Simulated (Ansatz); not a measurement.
# SrLiH3 (model cell, started as cubic perovskite with Sr in the octahedra): a soft mode frozen in, part 2 of 3

Wanted: the energy along a soft mode of SrLiH3 (model cell, started as cubic perovskite with Sr in the octahedra) and the structure at the end.

Ansatz 0.2.0; DFT PBEsol, scalar-relativistic, plane waves, PAW.

So far, highest frequency on the path or at a solved wavevector (cm⁻¹): step 2 (the dispersion) 1389. Also lowest frequency on the path (cm⁻¹): step 2 -560.

The structure was built from a prototype and need not be the compound's stable phase.

## (4) The mode frozen in, largest atomic shift 0.6 Å

The atoms are moved along the unstable eigenvector, the largest shift by 0.6 Å, with the cell fixed.

input.yaml

```yaml
crystal:
  lattice:
    - [4.5923772974, 4.5923772974, 0.0]
    - [4.5923772974, 0.0, 4.5923772974]
    - [4.5923772974, 0.0, -4.5923772974]
  atoms:
    - { symbol: Li, position: [0.0, 0.5, 0.5] }
    - { symbol: Li, position: [0.0, 0.0, 1.0] }
    - { symbol: Sr, position: [0.5, 0.25, 0.75] }
    - { symbol: Sr, position: [0.5, 0.75, 0.25] }
    - { symbol: H, position: [0.4076155897, 0.5923844103, 0.5923844103] }
    - { symbol: H, position: [0.5923844103, -0.0923844103, -0.0923844103] }
    - { symbol: H, position: [0.0, 0.4538077948, 0.0461922052] }
    - { symbol: H, position: [0.0, 0.0461922052, 0.4538077948] }
    - { symbol: H, position: [0.5, 0.4538077948, 0.0461922052] }
    - { symbol: H, position: [0.5, 0.0461922052, 0.4538077948] }
kpoints:
  mp_grid: { grid: [6, 6, 6] }
hamiltonian:
  xc: pbesol
scf:
  occupations: { method: gaussian, width: 0.02 }
output:
  forces: true
  stress: true
  eigenvalues: true
```

Launch:

```bash
$ ansatz run input.yaml --threads 8 --pin off --max-ram 14336MiB --backend cpu --events-out ev --progress --plain --runs-dir out
```

Numbers of over 12 decimals in the logs are rounded to 6 here.

The log of the run:

```text
[...]
Crystal: 10 atoms, lattice volume = 193.706 Å³
Basis set: ecut = 420 eV, 3767 PW (Γ), exchange–correlation on 90×90×90 points (8 copies of the dense FFT grid, shifted against one another)
Bands: 26, of which v1, the nominal top of the filled ones, is band 16 counted from 1 (15 counted from 0)
Symmetry: 8 space group operations
[...]
k-points: 46 of 216
[...]
k-point 0: bands = [... 12 lower, -0.3822, 0.6145, 0.6388, 0.7153, 3.0078, 3.1257, 3.3194, 5.1972, ... 5 higher]
  k-point 1: bands = [... 12 lower, -0.3345, 0.2987, 0.5277, 0.6118, 3.1451, 3.3002, 3.4188, 5.2032, ... 5 higher]
  k-point 2: bands = [... 12 lower, -0.2030, -0.1440, 0.2975, 0.3816, 3.4298, 3.7061, 3.7413, 4.4701, ... 5 higher]
  k-point 45: bands = [... 12 lower, -0.2989, -0.2933, 0.1045, 0.1703, 3.1876, 4.1009, 5.2252, 5.3216, ... 5 higher]
[key lines of the parts left out:]
SCF converged after 6 iterations
Free energy (F): -7485.327915 eV
Fermi energy:    1.560217 eV
P = ⅓ Tr σ = -1.2640 GPa (-12.640 kbar)
```

It took 1.3 s on 8 threads of Arm Neoverse V2, shared host; peak memory 0.68 GiB; 9 s of CPU time.

Numbers from this step:

```
pressure                         : -1.264 GPa
gap on the k-mesh                : 1.690 eV
energy from the undistorted cell : -69.57 meV/atom
```

The energy, extrapolated to zero smearing, is -69.57 meV/atom against the undistorted cell.

The run ends at a pressure of -1.26 GPa, with forces up to 0.50 eV/Å.

## (5) Energy along the mode, all amplitudes (two of the runs are shown above)

An imaginary frequency means negative curvature, so the energy should fall and then rise again as anharmonic terms take over.

Numbers from this step:

```
depth at the lowest point sampled  : 69.57 meV/atom
largest atomic shift at that point : 0.6 Å
```

Table of energy from the parent by largest atomic shift:

| largest atomic shift (Å) | energy from the parent (meV/atom) |
| --- | --- |
| 0.000 | 0 |
| 0.040 | -0.371 |
| 0.080 | -1.48 |
| 0.140 | -4.50 |
| 0.220 | -11.0 |
| 0.320 | -22.5 |
| 0.450 | -42.3 |
| 0.600 | -69.6 |

Displacement at unit largest shift by atom:

| atom | x (Å) | y (Å) | z (Å) | size |
| --- | --- | --- | --- | --- |
| Li1 | 0.000 | 0.000 | 0.000 | 0.000 |
| Li2 | 0.000 | 0.000 | 0.000 | 0.000 |
| Sr3 | 0.000 | 0.000 | 0.000 | 0.000 |
| Sr4 | 0.000 | 0.000 | 0.000 | 0.000 |
| H5 | 0.707 | -0.707 | 0.000 | 1.000 |
| H6 | -0.707 | 0.707 | 0.000 | 1.000 |
| H7 | 0.000 | 0.000 | -0.707 | 0.707 |
| H8 | 0.000 | 0.000 | 0.707 | 0.707 |
| H9 | 0.000 | 0.000 | -0.707 | 0.707 |
| H10 | 0.000 | 0.000 | 0.707 | 0.707 |

The lowest of the steps tried is the last one, at 0.6 Å, 69.6 meV/atom below the parent; the bottom of the well need not coincide with a step.

## (6) Relaxation from the frozen mode

Starting from the lowest point found, all atoms and the cell are let go, so that strain and other modes of the same symmetry can join in.

input.yaml: that of step 4 with these lines changed.

```diff
@@ -21,3 +21,3 @@
 scf:
-  occupations: { method: gaussian, width: 0.02 }
+  occupations: { method: fixed }
 output:
@@ -26 +26,10 @@
   eigenvalues: true
+  write_density: true
+  write_potential: true
+  elf: true
+  volumetric_format: npy
+relax:
+  adjacent_minimum: "off"
+  f_tol: 0.002
+  max_steps: 120
+  cell: { stress_tol: 0.03 }
```

The log of the run:

```text
[...]
Crystal: 10 atoms, lattice volume = 193.706 Å³
Basis set: ecut = 420 eV, 3767 PW (Γ), exchange–correlation on 90×90×90 points (8 copies of the dense FFT grid, shifted against one another)
Bands: 26, of which v1, the nominal top of the filled ones, is band 16 counted from 1 (15 counted from 0)
Symmetry: 8 space group operations
[...]
k-points: 46 of 216
[...]
SCF iter   1: F=—  HF=-7485.344405 eV  |F-HF|=—  |Δ(HF+E_count)|=         —  Δρ=5.60e-3  dr2=5.61e-2  ethr=1.77e-3  ⟨swp⟩=5.5  Hψ=5476  notcnv=0  defer=243
[...]
SCF iter   6: F=-7485.327915 eV  HF=-7485.327915 eV  |F-HF|=9.21e-9  |Δ(HF+E_count)|=   2.24e-7  Δρ=2.78e-6  dr2=1.61e-8  ethr=3.13e-10  ⟨swp⟩=21.2  Hψ=12197  notcnv=0
SCF 1 converged in 6 iterations: F = -7485.327915 eV  dr2 = 1.61e-8
[...]
relax step   1: F+E_penalty+E_count = -7485.32791529 eV  Δ(F+E_penalty+E_count) = +0.000e0 eV  max|allowed force component| = 3.521e-1 eV/Å  Δτ_max = 0.0000 Å  P = -1.264 GPa  Ω = 193.706 Å³  (6 SCF iters, dr2 threshold 1.00e-7 eV, accepted)
Crystal: 10 atoms, lattice volume = 187.158 Å³
Basis set: ecut = 420 eV, 3691 PW (Γ), exchange–correlation on 90×90×90 points (8 copies of the dense FFT grid, shifted against one another)
[...]
iter 1 solved again at ethr=6.72e-4 eV; its pass at ethr=3.10e-3 eV (dr2=2.15e-1 eV) is discarded
[...]
SCF iter   5: F=-7485.806670 eV  HF=-7485.806669 eV  |F-HF|=3.35e-7  |Δ(HF+E_count)|=   1.05e-5  Δρ=1.78e-5  dr2=6.19e-7  ethr=3.12e-9  ⟨swp⟩=19.3  Hψ=13134  notcnv=0
SCF 2 converged in 5 iterations: F = -7485.806670 eV  dr2 = 6.19e-7
relax step   2: F+E_penalty+E_count = -7485.80666968 eV  Δ(F+E_penalty+E_count) = -4.788e-1 eV  max|allowed force component| = 4.002e-1 eV/Å  Δτ_max = 0.1983 Å  P = -1.389 GPa  Ω = 187.158 Å³  energy of the carried Pulay correction = +2.129e-3 eV  (5 SCF iters, dr2 threshold 1.00e-6 eV, accepted)
Crystal: 10 atoms, lattice volume = 178.631 Å³
Basis set: ecut = 420 eV, 3519 PW (Γ), exchange–correlation on 90×90×90 points (8 copies of the dense FFT grid, shifted against one another)
[...]
SCF iter   5: F=-7486.299803 eV  HF=-7486.299803 eV  |F-HF|=3.73e-7  |Δ(HF+E_count)|=   1.38e-5  Δρ=1.82e-5  dr2=6.15e-7  ethr=3.12e-9  ⟨swp⟩=19.5  Hψ=13136  notcnv=0
SCF 3 converged in 5 iterations: F = -7486.299803 eV  dr2 = 6.15e-7
relax step   3: F+E_penalty+E_count = -7486.29980330 eV  Δ(F+E_penalty+E_count) = -4.931e-1 eV  max|allowed force component| = 3.919e-1 eV/Å  Δτ_max = 0.1953 Å  P = -1.209 GPa  Ω = 178.631 Å³  energy of the carried Pulay correction = +5.014e-3 eV  (5 SCF iters, dr2 threshold 1.00e-6 eV, accepted)
[... from here on, the SCF cycles and remarks between the steps are left out ...]
relax step   4: F+E_penalty+E_count = -7486.71677482 eV  Δ(F+E_penalty+E_count) = -4.170e-1 eV  max|allowed force component| = 2.691e-1 eV/Å  Δτ_max = 0.1962 Å  P = -0.941 GPa  Ω = 170.872 Å³  energy of the carried Pulay correction = +7.756e-3 eV  (5 SCF iters, dr2 threshold 1.00e-6 eV, accepted)
relax step   5: F+E_penalty+E_count = -7487.08354565 eV  Δ(F+E_penalty+E_count) = -3.668e-1 eV  max|allowed force component| = 1.626e-1 eV/Å  Δτ_max = 0.1982 Å  P = -0.651 GPa  Ω = 161.831 Å³  energy of the carried Pulay correction = +1.110e-2 eV  (6 SCF iters, dr2 threshold 1.00e-6 eV, accepted)
relax step   6: F+E_penalty+E_count = -7487.24927044 eV  Δ(F+E_penalty+E_count) = -1.657e-1 eV  max|allowed force component| = 7.124e-2 eV/Å  Δτ_max = 0.1917 Å  P = -0.138 GPa  Ω = 154.760 Å³  energy of the carried Pulay correction = +1.384e-2 eV  (6 SCF iters, dr2 threshold 1.00e-6 eV, accepted)
relax step   7: F+E_penalty+E_count = -7487.27677008 eV  Δ(F+E_penalty+E_count) = -2.750e-2 eV  max|allowed force component| = 8.318e-2 eV/Å  Δτ_max = 0.1382 Å  P = -0.209 GPa  Ω = 152.399 Å³  energy of the carried Pulay correction = +1.478e-2 eV  (5 SCF iters, dr2 threshold 1.00e-6 eV, accepted)
relax step   8: F+E_penalty+E_count = -7487.27086105 eV  Δ(F+E_penalty+E_count) = +5.909e-3 eV  max|allowed force component| = 1.143e-1 eV/Å  Δτ_max = 0.0585 Å  P = +0.129 GPa  Ω = 151.865 Å³  energy of the carried Pulay correction = +1.500e-2 eV  (6 SCF iters, dr2 threshold 4.32e-7 eV, rejected (line search))
relax step   9: F+E_penalty+E_count = -7487.28192212 eV  Δ(F+E_penalty+E_count) = -5.152e-3 eV  max|allowed force component| = 1.701e-3 eV/Å  Δτ_max = 0.0268 Å  P = +0.004 GPa  Ω = 151.921 Å³  energy of the carried Pulay correction = +1.498e-2 eV  (8 SCF iters, accepted)
relax step  10: F+E_penalty+E_count = -7487.27438362 eV  Δ(F+E_penalty+E_count) = +7.538e-3 eV  max|allowed force component| = 1.790e-3 eV/Å  Δτ_max = 0.0000 Å  P = -0.044 GPa  Ω = 151.921 Å³  stress off target by 5.84e-2 GPa  SCF on the basis re-selected at this cell (its energy is not comparable with the rows above)  (5 SCF iters)
relax step  11: F+E_penalty+E_count = -7487.27455046 eV  Δ(F+E_penalty+E_count) = -1.668e-4 eV  max|allowed force component| = 5.685e-4 eV/Å  Δτ_max = 0.0012 Å  P = +0.005 GPa  Ω = 151.628 Å³  energy of the carried Pulay correction = +1.182e-4 eV  (5 SCF iters, dr2 threshold 8.52e-9 eV, accepted)
[...]
SCF iter   1: F=—  HF=-7487.274348 eV  |F-HF|=—  |Δ(HF+E_count)|=         —  Δρ=3.77e-6  dr2=2.14e-9  ethr=1.88e-7  ⟨swp⟩=4.3  Hψ=8933  notcnv=0  defer=368
eigensolver tolerance schedule: the retry pair's looser diagonalisation over-reported the residual by 28122.37 of it (diagonalisation noise at an unbounded share of the residual, at the tolerance the schedule requests for it); recorded, not acted on — ethr = c·dr2/N_el stays at c = 1.0e-1
[...]
SCF iter   2: F=—  HF=-7487.274437 eV  |F-HF|=—  |Δ(HF+E_count)|=   8.97e-5  Δρ=1.99e-6  dr2=6.67e-10  ethr=6.69e-12  ⟨swp⟩=3.8  Hψ=2554  notcnv=0  defer=360
SCF iter   3: F=-7487.274437 eV  HF=-7487.274437 eV  |F-HF|=9.64e-11  |Δ(HF+E_count)|=   4.81e-9  Δρ=2.91e-7  dr2=2.75e-11  ethr=1.00e-12  ⟨swp⟩=16.4  Hψ=10762  notcnv=0
SCF 12 converged in 3 iterations: F = -7487.274437 eV  dr2 = 2.75e-11
relax step  12: F+E_penalty+E_count = -7487.27443741 eV  Δ(F+E_penalty+E_count) = +1.130e-4 eV  max|allowed force component| = 5.679e-4 eV/Å  Δτ_max = 0.0000 Å  P = +0.004 GPa  Ω = 151.628 Å³  stress off target by 1.38e-2 GPa  SCF on the basis re-selected at this cell (its energy is not comparable with the rows above)  (3 SCF iters)
[...]
SCF converged after 3 iterations
Free energy (F): -7487.274437 eV
[...]
Internal energy: -7487.274437 eV  (E = F + TS)
E sigma→0 (E₀):  -7487.274437 eV
Fermi energy:    2.498023 eV
[...]
--- Forces (eV/Å), atoms counted from 1 ---
  atom   1  Li     0.00019168    -0.00019168     0.00000000
  atom   2  Li    -0.00019168     0.00019168     0.00000000
  atom   3  Sr    -0.00000000    -0.00000000     0.00000000
  atom   4  Sr    -0.00000000    -0.00000000     0.00000000
  atom   5  H      0.00004490    -0.00004490     0.00000000
  atom   6  H     -0.00004490     0.00004490     0.00000000
  atom   7  H      0.00000000     0.00000000    -0.00056785
  atom   8  H     -0.00000000     0.00000000     0.00056785
  atom   9  H      0.00000000     0.00000000    -0.00056785
  atom  10  H      0.00000000    -0.00000000     0.00056785
  max |Σ_I F_I| component: 1.36e-20 eV/Å
--- Stress (GPa, compression-positive) ---
        0.008868      -0.004941       0.000000
       -0.004941       0.008868      -0.000000
        0.000000      -0.000000      -0.005088
  P = ⅓ Tr σ = 0.0042 GPa (0.042 kbar)
--- Band table (eV; the first three rows and the last of 46) ---
  k-point 0: bands = [... 12 lower, 0.4100, 1.8124, 2.2904, 2.4980, 4.0614, 4.8049, 4.9847, 6.8859, ... 6 higher]
  k-point 1: bands = [... 12 lower, 0.3741, 1.5267, 2.1808, 2.3257, 4.2842, 4.9674, 5.1078, 6.6870, ... 6 higher]
  k-point 2: bands = [... 12 lower, 0.1624, 1.0362, 1.9759, 1.9765, 4.6797, 5.2032, 5.3754, 6.4793, ... 6 higher]
  k-point 45: bands = [... 12 lower, 0.6010, 0.6619, 1.3004, 1.6121, 5.4934, 5.7247, 6.6444, 6.9907, ... 6 higher]
--- Relaxed structure (10 steps of the walk, 9 accepted, 2 SCFs on fresh bases) ---
  F+E_penalty+E_count = -7487.27443741 eV   max|allowed force component| = 5.679e-4 eV/Å   (the final SCF, on the basis selected at the relaxed cell)
  cell:  # Å, volume = 151.6277 Å³
    - [4.202245, 4.202245, 0.0]
    - [4.137786, 0.064459, 4.429123]
    - [4.137786, 0.064459, -4.429123]
  atoms:
    - { symbol: Li, position: [0.087621, 0.412379, 0.412379] }
    - { symbol: Li, position: [-0.087621, 0.087621, 1.087621] }
    - { symbol: Sr, position: [0.5, 0.250000, 0.750000] }
    - { symbol: Sr, position: [0.5, 0.750000, 0.250000] }
    - { symbol: H, position: [0.244070, 0.755930, 0.755930] }
    - { symbol: H, position: [0.755930, -0.255930, -0.255930] }
    - { symbol: H, position: [-8.673617379884035e-19, 0.381196, 0.118804] }
    - { symbol: H, position: [-8.673617379884035e-19, 0.118804, 0.381196] }
    - { symbol: H, position: [0.500000, 0.381196, 0.118804] }
    - { symbol: H, position: [0.500000, 0.118804, 0.381196] }
```

It took 17 s on 8 threads; peak memory 0.73 GiB.

Relaxation path:

| step | energy less that of the first step (eV) | largest force component (eV/Å) | pressure (GPa) | volume (Å³) |
| --- | --- | --- | --- | --- |
| 1 | 0.0000 | 0.3521 | -1.26 | 193.71 |
| 2 | -0.4788 | 0.4002 | -1.39 | 187.16 |
| 3 | -0.9719 | 0.3919 | -1.21 | 178.63 |
| 4 | -1.3889 | 0.2691 | -0.94 | 170.87 |
| 5 | -1.7556 | 0.1626 | -0.65 | 161.83 |
| 6 | -1.9214 | 0.0712 | -0.14 | 154.76 |
| 7 | -1.9489 | 0.0832 | -0.21 | 152.40 |
| 8 | -1.9429 | 0.1143 | 0.13 | 151.87 |
| 9 | -1.9540 | 0.0017 | 0.00 | 151.92 |
| 10* | -1.9465 | 0.0018 | -0.04 | 151.92 |
| 11 | -1.9466 | 0.0006 | 0.00 | 151.63 |
| 12* | -1.9465 | 0.0006 | 0.00 | 151.63 |

Relaxation steps marked * repeat the geometry before them on a plane-wave basis chosen anew for their cell, so energy and pressure can jump there. Relaxation step 8 was tried and not accepted.

The run keeps the 8 symmetry operations that it works with, so distortions that break them were not tested.

| conventional cell, symmetrised | before | after | change |
| --- | --- | --- | --- |
| a (Å) | 6.495 | 5.943 | -8.5 % |
| b (Å) | 9.185 | 8.858 | -3.6 % |
| c (Å) | 6.495 | 5.761 | -11.3 % |
| volume (Å³/atom) | 19.37 | 15.16 | -21.7 % |

The atoms that moved most (Å, as changes of fractional coordinates times the final cell):

| atom | dx | dy | dz | length |
| --- | --- | --- | --- | --- |
| H6 | -0.666 | 0.666 | 0.000 | 0.942 |
| H5 | 0.666 | -0.666 | 0.000 | 0.942 |
| H8 | 0.000 | 0.000 | 0.643 | 0.643 |
| H10 | 0.000 | 0.000 | 0.643 | 0.643 |
| H9 | 0.000 | 0.000 | -0.643 | 0.643 |
| H7 | 0.000 | 0.000 | -0.643 | 0.643 |
| Li1 | -0.357 | 0.357 | 0.000 | 0.505 |
| Li2 | 0.357 | -0.357 | 0.000 | 0.505 |

This step gave:

```yaml
pressure: 0.004216 GPa
gap_on_the_k_mesh: 1.563 eV
volume_per_atom: 15.16 Å³
```

ELF in the bc plane of the conventional cell at fractional x = 0.000, with atoms of Li and Sr and H within 0.2 Å of it. It is the smooth field of the valence electrons, not physical close to the nuclei.

Ten even steps from '0' (0.02) to '9' (1.00), each cell a mean:
```
0001111111000000039830000
0015888885100000049940000
0027999997200000004400000
0016999996100000000000000
3213899983123210000000012
8741599951478751000000157
6872168612786784000000587
1684012104861386100001683
3773000003773586115411685
8851000001588873159951378
6410000000146631499994136
1000000000001102799997201
0000001000000004999999400
0000058500000004899998400
0000189710000002454454200
0000036300000000001100000
```
Columns run along b (8.9 Å), rows up along c (5.8 Å), edges of the conventional cell, whose origin can differ from the input's. Atoms in or near the plane, at fractional coordinates: Li at (0.25, 0.09), Li at (0.75, 0.91), Sr at (0.50, 0.50), Sr at (0.00, 0.50), H at (0.75, 0.24), H at (0.25, 0.76).

Electrostatic potential energy in the bc plane of the conventional cell at fractional x = 0.000, with atoms of Li and Sr and H within 0.2 Å of it. With pseudopotentials it is smooth inside the atoms' cores, unlike the true potential.

Values in eV, 9 rows by 16 columns, each cell a mean:
```
  6   6   5   2   1   5   6   6   6   5   1 -22 -28  -4   5   6
  5   6   6  -3 -10   6   6   5   5   5   3  -9 -12   0   5   5
 -4   1   5  -6 -14   5   3  -3  -4   1   4   4   3   4   2  -2
-63 -18   1   6   6   3  -9 -52 -63 -19   1   5   5   3  -9 -52
-95 -40  -1   5   5   2 -20 -89 -95 -40  -1   5   6   2 -19 -89
-41 -11   2   5   5   3  -5 -33 -41 -10   3   5   5   4  -5 -33
  0   3   4   2   2   4   3   1   0   3   5 -11 -22   5   4   1
  5   5   2 -15 -20  -1   5   5   5   6   6   2  -1   6   6   6
  6   6   1 -18 -24  -3   5   6   6   6   4  -1  -3   3   6   6
```
Columns run along b (8.9 Å; values clipped at the 3rd and 97th percentile), rows up along c (5.8 Å), edges of the conventional cell, whose origin can differ from the input's. Atoms in or near the plane, at fractional coordinates: Li at (0.25, 0.09), Li at (0.75, 0.91), Sr at (0.50, 0.50), Sr at (0.00, 0.50), H at (0.75, 0.24), H at (0.25, 0.76).

Valence density in the bc plane of the conventional cell at fractional x = 0.000, with atoms of Li and Sr and H within 0.2 Å of it. It is the smooth field of the valence electrons, not physical close to the nuclei.

Ten steps, logarithmic in the rise over the least value, from '0' (0.0 e/Å³) to '9' (7.7 e/Å³), each cell a mean:
```
0000012100000000048840000
0000122210000000059950000
0001234321000000026620000
0001246421000010001100110
3211245421123221000000122
6532223222356542000001245
7752111112577763100001467
6763100013676774100001477
7752000003677774111111477
7642000002467653112211357
4321000001234431124321234
1111000001111111235532111
0000023100000001235532000
0000168610000000123321000
0000289820000000012210000
0000157510000000013310000
```
Columns run along b (8.9 Å), rows up along c (5.8 Å), edges of the conventional cell, whose origin can differ from the input's. Atoms in or near the plane, at fractional coordinates: Li at (0.25, 0.09), Li at (0.75, 0.91), Sr at (0.50, 0.50), Sr at (0.00, 0.50), H at (0.75, 0.24), H at (0.25, 0.76).

The distorted start has space group Imma; the relaxation ends in Imma.

## (7) The new phase in its own primitive cell

The relaxed structure is symmetrised, reduced to its primitive cell and relaxed tightly, as its phonons need.

input.yaml

```yaml
crystal:
  lattice:
    - [-2.9714357805, 4.4291229426, 2.8802775269]
    - [2.9714357805, -4.4291229426, 2.8802775269]
    - [2.9714357805, 4.4291229426, -2.8802775269]
  atoms:
    - { symbol: Li, position: [0.3376213131, 0.0876213131, 0.25] }
    - { symbol: Li, position: [0.6623786869, 0.9123786869, 0.75] }
    - { symbol: Sr, position: [0.0, 0.5, 0.5] }
    - { symbol: Sr, position: [0.5, 0.5, 0.0] }
    - { symbol: H, position: [0.994070031, 0.244070031, 0.75] }
    - { symbol: H, position: [0.005929969, 0.755929969, 0.25] }
    - { symbol: H, position: [0.6311958077, 0.5, 0.6311958077] }
    - { symbol: H, position: [0.3688041923, 0.5, 0.3688041923] }
    - { symbol: H, position: [0.6311958077, 0.0, 0.1311958077] }
    - { symbol: H, position: [0.3688041923, 0.0, 0.8688041923] }
kpoints:
  mp_grid: { grid: [6, 6, 6] }
hamiltonian:
  xc: pbesol
scf:
  occupations: { method: fixed }
output:
  forces: true
  stress: true
  eigenvalues: true
relax:
  adjacent_minimum: "off"
  f_tol: 0.001
  max_steps: 60
  cell: { stress_tol: 0.01 }
```

The log of the run:

```text
[...]
Crystal: 10 atoms, lattice volume = 151.628 Å³
Basis set: ecut = 420 eV, 2959 PW (Γ), exchange–correlation on 90×90×90 points (8 copies of the dense FFT grid, shifted against one another)
Bands: 26, of which v1, the nominal top of the filled ones, is band 16 counted from 1 (15 counted from 0)
Symmetry: 8 space group operations
[...]
k-points: 46 of 216
[...]
- { symbol: Sr, position: [0, 0.500000, 0.500000] }
    - { symbol: Sr, position: [0.5, 0.5, 0] }
    - { symbol: H, position: [0.994034, 0.244034, 0.750000] }
    - { symbol: H, position: [0.00596632, 0.755966, 0.250000] }
    - { symbol: H, position: [0.631194, 0.500000, 0.631194] }
    - { symbol: H, position: [0.368806, 0.5, 0.368806] }
    - { symbol: H, position: [0.631194, -2.7755575615628914e-17, 0.131194] }
    - { symbol: H, position: [0.368806, 5.551115123125783e-17, 0.868806] }
[key lines of the parts left out:]
SCF converged after 4 iterations
Free energy (F): -7487.274440 eV
Fermi energy:    2.497988 eV
P = ⅓ Tr σ = 0.0005 GPa (0.005 kbar)
```

Wall time 4.4 s (8 threads); peak memory 0.65 GiB.

Little changed from the start: no atom moved by 0.005 Å and no cell edge by 0.1 %.

This step gave:

| Item | Value |
| --- | --- |
| pressure | 5.48e-4 GPa |
| direct gap on mesh | 1.563 eV |

The largest force component left is 0.038 meV/Å and the pressure is 0.001 GPa, within the tolerances set. The cell now holds 15.16 Å³/atom.

(Part 2 of 3 ends here.)

[Logs are printed without paths, hosts, clocks, repeated set-up lines and the standing remarks that a program may print on its own settings, such as how far it seeks lower states.]

[Hosts, paths, dates, database ids (printed as entryN), source tags and the programs' standing remarks are cut or masked in the printed files.]
